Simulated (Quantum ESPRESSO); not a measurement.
# AlN (P6_3mc): Raman and infrared activity, part 2 of 3

Wanted: vibrational spectra of AlN (P6_3mc) from linear and non-linear response.

Quantum ESPRESSO 8.0 development, patched; DFT LDA, scalar-relativistic, plane waves, PseudoDojo norm-conserving pseudopotentials.

So far. Step 2 (A first look): A gap of 4.3 eV opens on this mesh, so the crystal is taken as an insulator; the start stands at -5.9 GPa. Step 4 (Self-consistent run for the response): The cell stands at 0.013 GPa, close enough for phonons. The relaxed cell has a = 3.082, c = 4.933 Å (conventional setting).

The database entry behind the starting cell differs from later determinations by our own check (inner coordinate u about 0.002 short), so it need not match the best structure at ambient conditions.

## 5. Zone-centre response

At q = 0 one unit cell holds all displacements; symmetry groups them into irreducible representations that are solved one by one. The response to a field gives ε∞ and the Born charges, which polar modes need. Third-order response adds the Raman tensors.

Contents of ph.in:

```
phonons
&inputph
   prefix = 'x'
   outdir = './tmp'
   fildyn = 'g.dyn'
   tr2_ph = 1.0d-18
   epsil = .true.
   lraman = .true.
   elop = .true.
/
0.000000000000 0.000000000000 0.000000000000
```

Command:

```bash
$ OMP_NUM_THREADS=1 mpirun -n 4 ph.x -nk 4 -in ph.in > ph.out
```

Log:

```text
[banners, grids, parts of the stress and lines that vanish by symmetry left out]
[banner, memory and clock lines left out]
Program PHONON v.8.0dev

[...]
(   1q-points):
[...]
Exchange-correlation= PW
                           (   1   4   0   0   0   0   0)
[...]
kinetic-energy cut-off    =      84.0000  Ry
     charge density cut-off    =     336.0000  Ry
     convergence threshold     =      1.0E-18
[...]
Exchange-correlation= PW
                           (   1   4   0   0   0   0   0)
[...]
q = (   0.0000000   0.0000000   0.0000000 )
     13 Sym.Ops. (with q -> -q+G )
     G cutoff =  288.7026  (  28315 G-vectors)     FFT grid: ( 36, 36, 60)
     number of k points=    48
[...]
Mode symmetry, C_6v (6mm)  point group:
[...]
Dielectric constant
[...]
End of electric fields calculation
          Dielectric constant in cartesian axis
          (       4.349243509       0.000000000       0.000000000 )
          (       0.000000000       4.349243509       0.000000000 )
          (       0.000000000      -0.000000000       4.566244374 )
          Effective charges (d Force / dE) in cartesian axis without acoustic sum rule applied (asr)
           atom    1  Al    Mean Z*:        2.56225
      Ex  (        2.50821        0.00000        0.00000 )
      Ey  (        0.00000        2.50821        0.00000 )
      Ez  (        0.00000        0.00000        2.67035 )
           atom    2  Al    Mean Z*:        2.56225
      Ex  (        2.50821        0.00000       -0.00000 )
      Ey  (        0.00000        2.50821       -0.00000 )
      Ez  (        0.00000        0.00000        2.67035 )
           atom    3  N     Mean Z*:       -2.56265
      Ex  (       -2.50875        0.00000        0.00000 )
      Ey  (        0.00000       -2.50875       -0.00000 )
      Ez  (        0.00000       -0.00000       -2.67044 )
           atom    4  N     Mean Z*:       -2.56265
      Ex  (       -2.50875       -0.00000        0.00000 )
      Ey  (        0.00000       -2.50875        0.00000 )
      Ez  (       -0.00000        0.00000       -2.67044 )
          Effective charges Sum: Mean:       -0.00078
[...]
Effective charges (d Force / dE) in cartesian axis with asr applied:
           atom    1  Al    Mean Z*:        2.56245
[...]
atom    2  Al    Mean Z*:        2.56245
[...]
atom    3  N     Mean Z*:       -2.56245
[...]
atom    4  N     Mean Z*:       -2.56245
[...]
Dielectric constant from finite-differences
          (       4.349202573      -0.000000000       0.000000000 )
          (      -0.000000000       4.349202573       0.000000000 )
          (       0.000000000       0.000000000       4.566197831 )
[...]
(       0.000000000       0.000000000      -0.067191122 )
          (       0.000000000       0.000000000       0.000000000 )
          (      -0.067191122       0.000000000       0.000000000 )
          (       0.000000000       0.000000000       0.000000000 )
          (       0.000000000       0.000000000      -0.067191122 )
          (       0.000000000      -0.067191122       0.000000000 )
          (      -0.067191122      -0.000000000      -0.000000000 )
          (      -0.000000000      -0.067191122      -0.000000000 )
[...]
(       0.000000000       0.260642992      -0.172020862 )
          (       0.000000000      -0.172020862      -0.000000000 )
          (      -0.192448635      -0.000000000      -0.000000000 )
          (      -0.000000000      -0.192448635       0.000000000 )
          (      -0.000000000       0.000000000       0.417204229 )
[...]
Representation #   1 mode #   1
[...]
End of self-consistent calculation
     Convergence has been achieved
     Representation #   2 mode #   2
[...]
End of self-consistent calculation
     Convergence has been achieved
     Representation #   3 mode #   3
[...]
End of self-consistent calculation
     Convergence has been achieved
     Representation #   4 mode #   4
[...]
End of self-consistent calculation
     Convergence has been achieved
     Representation #   5 modes #   5   6
[...]
End of self-consistent calculation
     Convergence has been achieved
     Representation #   6 modes #   7   8
[...]
End of self-consistent calculation
     Convergence has been achieved
     Representation #   7 modes #   9  10
[...]
End of self-consistent calculation
     Convergence has been achieved
     Representation #   8 modes #  11  12
[...]
End of self-consistent calculation
     Convergence has been achieved
[...]
Dielectric constant in cartesian axis
          (       4.349243509       0.000000000       0.000000000 )
          (       0.000000000       4.349243509       0.000000000 )
          (       0.000000000      -0.000000000       4.566244374 )
          Effective charges (d Force / dE) in cartesian axis without acoustic sum rule applied (asr)
           atom    1  Al    Mean Z*:        2.56225
      Ex  (        2.50821        0.00000        0.00000 )
      Ey  (        0.00000        2.50821        0.00000 )
      Ez  (        0.00000        0.00000        2.67035 )
           atom    2  Al    Mean Z*:        2.56225
      Ex  (        2.50821        0.00000       -0.00000 )
      Ey  (        0.00000        2.50821       -0.00000 )
      Ez  (        0.00000        0.00000        2.67035 )
           atom    3  N     Mean Z*:       -2.56265
      Ex  (       -2.50875        0.00000        0.00000 )
      Ey  (        0.00000       -2.50875       -0.00000 )
      Ez  (        0.00000       -0.00000       -2.67044 )
           atom    4  N     Mean Z*:       -2.56265
      Ex  (       -2.50875       -0.00000        0.00000 )
      Ey  (        0.00000       -2.50875        0.00000 )
      Ez  (       -0.00000        0.00000       -2.67044 )
          Effective charges Sum: Mean:       -0.00078
[...]
Effective charges (d Force / dE) in cartesian axis with asr applied:
           atom    1  Al    Mean Z*:        2.56245
[...]
atom    2  Al    Mean Z*:        2.56245
[...]
atom    3  N     Mean Z*:       -2.56245
[...]
atom    4  N     Mean Z*:       -2.56245
[...]
q = (    0.000000000   0.000000000   0.000000000 )
[...]
freq (    1) =      -0.038162 [THz] =      -1.272939 [cm-1]
     freq (    2) =      -0.037210 [THz] =      -1.241196 [cm-1]
     freq (    3) =      -0.037210 [THz] =      -1.241196 [cm-1]
     freq (    4) =       7.241336 [THz] =     241.544980 [cm-1]
     freq (    5) =       7.241336 [THz] =     241.544980 [cm-1]
     freq (    6) =      16.634251 [THz] =     554.858880 [cm-1]
     freq (    7) =      18.747795 [THz] =     625.359137 [cm-1]
     freq (    8) =      20.169751 [THz] =     672.790489 [cm-1]
     freq (    9) =      20.169751 [THz] =     672.790489 [cm-1]
     freq (   10) =      20.491841 [THz] =     683.534231 [cm-1]
     freq (   11) =      20.491841 [THz] =     683.534231 [cm-1]
     freq (   12) =      22.061495 [THz] =     735.892272 [cm-1]
[...]
Mode symmetry, C_6v (6mm)  point group:
     freq (   1-   1) =         -1.3  [cm-1]   --> A_1             I+R
     freq (   2-   3) =         -1.2  [cm-1]   --> E_1             I+R
     freq (   4-   5) =        241.5  [cm-1]   --> E_2             R
     freq (   6-   6) =        554.9  [cm-1]   --> B_1
     freq (   7-   7) =        625.4  [cm-1]   --> A_1             I+R
     freq (   8-   9) =        672.8  [cm-1]   --> E_2             R
     freq (  10-  11) =        683.5  [cm-1]   --> E_1             I+R
     freq (  12-  12) =        735.9  [cm-1]   --> B_1
```

It took 10 min on 4 MPI ranks of Intel Xeon at 2.70GHz, shared host.

Read from the output:

```yaml
miss_of_the_charge_sum_rule: 0.001080 e
largest_acoustic_frequency_at_the_zone_centre_before_the_sum_rule: -1.27 cm⁻¹
highest_optical_zone_centre_mode_no_lo_to_term: 735.9 cm⁻¹
lowest_optical_zone_centre_mode: 241.5 cm⁻¹
mean_high_frequency_dielectric_constant: 4.422
largest_born_charge_in_size_third_of_the_trace: 2.563 e
```

Born charge (rows field, columns displacement), before the sum rule (e), principal values of the symmetric part by kind of site:

```csv
atom,atoms with these values,low,middle,high,mean
Al1,2,2.51,2.51,2.67,2.56
N3,2,-2.67,-2.51,-2.51,-2.56
```

In full for Al1:

```
2.51 0.00 0.00
0.00 2.51 0.00
0.00 0.00 2.67
```

High-frequency dielectric tensor:

```
4.35 0.00 0.00
0.00 4.35 0.00
0.00 0.00 4.57
```

The acoustic modes at Γ come out as far as 1.3 cm⁻¹ from zero, where they should vanish, a small numerical error; the Born charges miss their sum rule by 0.0011 e, which is good.

## 6. Modes with the sum rule

A rigid shift of the crystal must cost nothing, but grids and finite bases break this; the acoustic sum rule is imposed before the matrix is diagonalised again. With Born charges the intensities follow, and the static dielectric tensor.

Contents of dynmat.in:

```
&input
   fildyn = 'g.dyn'
   asr = 'crystal'
   fileig = 'dynmat.eig'
   lperm = .true.
/
```

Command:

```bash
$ dynmat.x -in dynmat.in > dynmat.out
```

Log:

```text
[banner, memory and clock lines left out]
Program DYNMAT v.8.0dev

     Reading Dynamical Matrix from file g.dyn
     ...Force constants read
     ...epsilon and Z* read
     ...Raman cross sections read
     Acoustic Sum Rule: || Z*(ASR) - Z*(orig)|| =    7.711502E-04
     Acoustic Sum Rule: ||dyn(ASR) - dyn(orig)||=    7.404041E-06
     A direction for q was not specified:TO-LO splitting will be absent

     Polarizability (A^3 units)
     multiply by 0.467175 for Clausius-Mossotti correction (not under assume_isolated = 'mt')
        10.816327    0.000000    0.000000
         0.000000   10.816327   -0.000000
         0.000000    0.000000   11.517128

     IR activities are in (D/A)^2/amu units
     Raman activities are in A^4/amu units
     multiply Raman by 0.047634 for Clausius-Mossotti correction (not under assume_isolated = 'mt')

# mode   [cm-1]    [THz]      IR          Raman   depol.fact
    1     -0.00   -0.0000    0.0000         0.0000    0.6919
    2      0.00    0.0000    0.0000         0.0000    0.7394
    3      0.00    0.0000    0.0000         0.0000    0.1590
    4    241.54    7.2413    0.0000         0.0580    0.7500
    5    241.54    7.2413    0.0000         0.0580    0.7500
    6    554.86   16.6343    0.0000         0.0000    0.7441
    7    625.36   18.7478   35.6861        21.0701    0.7474
    8    672.79   20.1698    0.0000         9.7184    0.7500
    9    672.79   20.1698    0.0000         9.7184    0.7500
   10    683.54   20.4919   31.4898         5.0163    0.7500
   11    683.54   20.4919   31.4898         5.0163    0.7500
   12    735.89   22.0615    0.0000         0.0000    0.7321

Electronic dielectric permittivity tensor (relative, adimensional)
         4.349244    0.000000    0.000000
         0.000000    4.349244   -0.000000
         0.000000    0.000000    4.566244

 ... with zone-center polar mode contributions
         7.891326   -0.000000    0.000000
        -0.000000    7.891326   -0.000000
         0.000000   -0.000000    9.361915

)
[end of the log left out, with the tail of the file of modes that dynmat.x writes under the same name]
```

Run time: 0.63 s. Hardware: 1 thread.

This step gave:

- mean static dielectric constant: 8.382

Unit eigenvectors of the mass-weighted matrix after the sum rule; no LO-TO term. The modes at Γ (shares of kinetic energy by element, %):

```csv
mode,frequency (cm⁻¹),symmetry,Al %,N %
1,0.0,acoustic,66,34
2,0.0,acoustic,66,34
3,0.0,acoustic,66,34
4,241.5,E2,71,29
5,241.5,E2,71,29
6,554.9,B1,100,0
7,625.4,A1,34,66
8,672.8,E2,29,71
9,672.8,E2,29,71
10,683.5,E1,34,66
11,683.5,E1,34,66
12,735.9,B1,0,100
```

Displacements in mode 4 (241.5 cm⁻¹), the largest set to 1:
```
Al1  0.52  1.00  0.00
Al2 -0.52 -1.00  0.00
N3  -0.47 -0.89  0.00
N4   0.47  0.89  0.00
```

Displacements in mode 11 (683.5 cm⁻¹), the largest set to 1:
```
Al1 -0.05 -0.52  0.00
Al2 -0.05 -0.52  0.00
N3   0.09  1.00  0.00
N4   0.09  1.00  0.00
```

Degenerate modes summed, no LO-TO term. Infrared lines, with heights relative to the strongest:

```csv
position (cm⁻¹),lines merged,label,"IR intensity, relative"
242,2,E2,0.0
555,1,B1,0.0
625,1,A1,57
673,2,E2,0.0
684,2,E1,100
736,1,B1,0.0
```

Degenerate modes summed. Lines of the Raman spectrum (strongest = 100):

```csv
position (cm⁻¹),lines merged,label,"Raman activity, relative"
242,2,E2,0.6
555,1,B1,0.0
625,1,A1,100
673,2,E2,92
684,2,E1,48
736,1,B1,0.0
```

Static dielectric tensor (ions relaxed, fixed cell):

```
7.89 0.00 0.00
0.00 7.89 0.00
0.00 0.00 9.36
```

The rule moves no optical mode by more than 0.1 cm⁻¹.

## 7. Sum rules set otherwise: a sum rule for molecules or wires on a crystal

This rule also removes rotations, which suits wires and not a crystal; it is tried to see the harm.

Contents of dynmat.in:

```
&input
   fildyn = 'g.dyn'
   asr = 'one-dim'
   fileig = 'dynmat.eig'
   lperm = .true.
/
```

Command:

```bash
$ dynmat.x -in dynmat.in > dynmat.out
```

Log:

```text
[banner, memory and clock lines left out]
Program DYNMAT v.8.0dev

     Reading Dynamical Matrix from file g.dyn
     ...Force constants read
     ...epsilon and Z* read
     ...Raman cross sections read
asr rotation axis in 1D system=    3
     For the rotational sum rules    3 atoms are taken in another cell, next to their neighbours
     Acoustic Sum Rule: || Z*(ASR) - Z*(orig)|| =    7.711502E-04
     Acoustic Sum Rule: ||dyn(ASR) - dyn(orig)||=    5.615812E-01
     Message from routine dynmat:
     WARNING: the charges keep any dipole. Ignore the strengths of the modes set to zero; with q typed a rigid rotation may get a frequency
     A direction for q was not specified:TO-LO splitting will be absent

     Polarizability (A^3 units)
     multiply by 0.467175 for Clausius-Mossotti correction (not under assume_isolated = 'mt')
        10.816327    0.000000    0.000000
         0.000000   10.816327   -0.000000
         0.000000    0.000000   11.517128

     IR activities are in (D/A)^2/amu units
     Raman activities are in A^4/amu units
     multiply Raman by 0.047634 for Clausius-Mossotti correction (not under assume_isolated = 'mt')

# mode   [cm-1]    [THz]      IR          Raman   depol.fact
    1     -0.00   -0.0000    0.5260         0.1356    0.7500
    2     -0.00   -0.0000    2.8192         0.7265    0.7500
    3     -0.00   -0.0000    8.0754         2.0861    0.7500
    4      0.00    0.0000    1.2677         0.3274    0.7500
    5    243.27    7.2930    0.1729         0.1641    0.7500
    6    458.88   13.7570   10.1154         2.9202    0.7500
    7    554.86   16.6343    0.0000         0.0000    0.7490
    8    625.36   18.7478   35.6861        21.0701    0.7474
    9    675.25   20.2435    7.1535         8.6505    0.7500
   10    683.54   20.4919   31.4898         5.0163    0.7500
   11    686.24   20.5729    1.3598         9.5586    0.7500
   12    735.89   22.0615    0.0000         0.0000    0.7335

Electronic dielectric permittivity tensor (relative, adimensional)
         4.349244    0.000000    0.000000
         0.000000    4.349244   -0.000000
         0.000000    0.000000    4.566244

 ... with zone-center polar mode contributions
         7.975533    0.048617   -0.000000
         0.048617    7.919395   -0.000000
        -0.000000   -0.000000    9.361915

[end of the log left out, with the tail of the file of modes that dynmat.x writes under the same name]
```

Wall time 0.67 s (1 thread).

The program raised no error, yet the settings are not those of a careful run.

The fault: a sum rule for molecules or wires on a crystal; 1 optical mode is projected out to zero frequency, as if it were a rotation.

For a crystal the rule has to be 'simple' or 'crystal'.

Zone-centre frequencies as printed; negative means imaginary. Modes:

```csv
mode,frequency (cm⁻¹)
1,0
2,0
3,0
4,0
5,243.3
6,458.9
7,554.9
8,625.4
9,675.2
10,683.5
11,686.2
12,735.9
```

## 8. Modes along a direction of q (1 0 0)

A longitudinal polar mode sets up a macroscopic field that stiffens it; the term hangs on the direction from which q goes to zero.

Contents of dynmat.in:

```
&input
   fildyn = 'g.dyn'
   asr = 'crystal'
   fileig = 'dynmat.eig'
   q(1) = 1.0
   q(2) = 0.0
   q(3) = 0.0
/
```

Command:

```bash
$ dynmat.x -in dynmat.in > dynmat.out
```

Log:

```text
[banner, memory and clock lines left out]
Program DYNMAT v.8.0dev

     Reading Dynamical Matrix from file g.dyn
     ...Force constants read
     ...epsilon and Z* read
     ...Raman cross sections read
     Acoustic Sum Rule: || Z*(ASR) - Z*(orig)|| =    7.711502E-04
     Acoustic Sum Rule: ||dyn(ASR) - dyn(orig)||=    7.404041E-06

     Polarizability (A^3 units)
     multiply by 0.467175 for Clausius-Mossotti correction (not under assume_isolated = 'mt')
        10.816327    0.000000    0.000000
         0.000000   10.816327   -0.000000
         0.000000    0.000000   11.517128

     IR activities are in (D/A)^2/amu units
     Raman activities are in A^4/amu units
     multiply Raman by 0.047634 for Clausius-Mossotti correction (not under assume_isolated = 'mt')

# mode   [cm-1]    [THz]      IR          Raman   depol.fact
    1     -0.00   -0.0000    0.0000         0.0000    0.7477
    2      0.00    0.0000    0.0000         0.0000    0.7494
    3      0.00    0.0000    0.0000         0.0000    0.1575
    4    241.54    7.2413    0.0000         0.0580    0.7500
    5    241.54    7.2413    0.0000         0.0580    0.7500
    6    554.86   16.6343    0.0000         0.0000    0.7456
    7    625.36   18.7478   35.6861        21.0701    0.7474
    8    672.79   20.1698    0.0000         9.7184    0.7500
    9    672.79   20.1698    0.0000         9.7184    0.7500
   10    683.54   20.4919   31.4898         5.0163    0.7500
   11    735.89   22.0615    0.0000         0.0000    0.6832
   12    920.72   27.6026   31.4898         5.0163    0.7500

[end of the log left out, with the tail of the file of modes that dynmat.x writes under the same name]
```

Elapsed: 0.63 s, on 1 thread.

Read from the output:

| Quantity | Value |
| --- | --- |
| highest mode moved by the LO-TO term | 920.7 cm⁻¹ |

Zone-centre frequencies as printed; negative means imaginary. Modes:

```csv
mode,frequency (cm⁻¹)
1,0
2,0
3,0
4,241.5
5,241.5
6,554.9
7,625.4
8,672.8
9,672.8
10,683.5
11,735.9
12,920.7
```

The field moves one mode, from 684 to 921 cm⁻¹; the others stay.

(Continued in part 3 of 3.)

[Host names and launcher messages were left out of these logs when they were recorded.]

[Logs are printed without paths, hosts, clocks, repeated set-up lines and the standing remarks that a program may print on its own settings, such as how far it seeks lower states.]

[Hosts, paths, dates, database ids (printed as entryN), source tags and the programs' standing remarks are cut or masked in the printed files.]
